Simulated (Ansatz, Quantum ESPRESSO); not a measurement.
# MoGe2N4, 1 layer against a metal electrode: the electrode's level over the Fermi level at a withheld member of a series

**Set-up.** Quantum ESPRESSO 7.5, PBE, GBRV ultrasoft. The slab is relaxed neutral under PBE-D3(BJ), then held. ESM with bc3: vacuum below and a metal electrode about 6 Å above the top atoms. Fermi-Dirac smearing of 0.004 Ry and a dense mesh. Charges are set per cell from the starting area. The series steps the charge of the slab (positive: electrons removed).

| charge of the slab | electrode's level over the Fermi level (eV) |
| --- | --- |
| 1 ×10¹³ e/cm² | 6.525 |
| 2 ×10¹³ e/cm² | 7.543 |
| 3 ×10¹³ e/cm² | 8.548 |
| 4.5 ×10¹³ e/cm² | 10.048 |
| 7 ×10¹³ e/cm² | 12.547 |
| 8 ×10¹³ e/cm² | 13.547 |

**Question.** What is the electrode's level over the Fermi level at 6 ×10¹³ e/cm²?

**Worked estimate.** The rows at 4.5 ×10¹³ e/cm² and 7 ×10¹³ e/cm² give a slope of (12.547 − (10.048))/(7 − (4.5)) = 0.9996, so a straight line gives 11.547 eV. A parabola through these and the row at 3 ×10¹³ e/cm² gives 11.548 eV.

**Check.** 11.547 eV. The line misses by 0.000 and the parabola by +0.001 eV. Both misses are under 5 % of the step from the nearer row.

Caveats: Vacuum fills the gap; ions don't answer the charge; added electrons can spill towards the electrode at the most negative charges. Charges count on the starting cell, which the relaxation changed by some per cent. Members without a usable value, or on the other side of zero field or charge, are not listed.
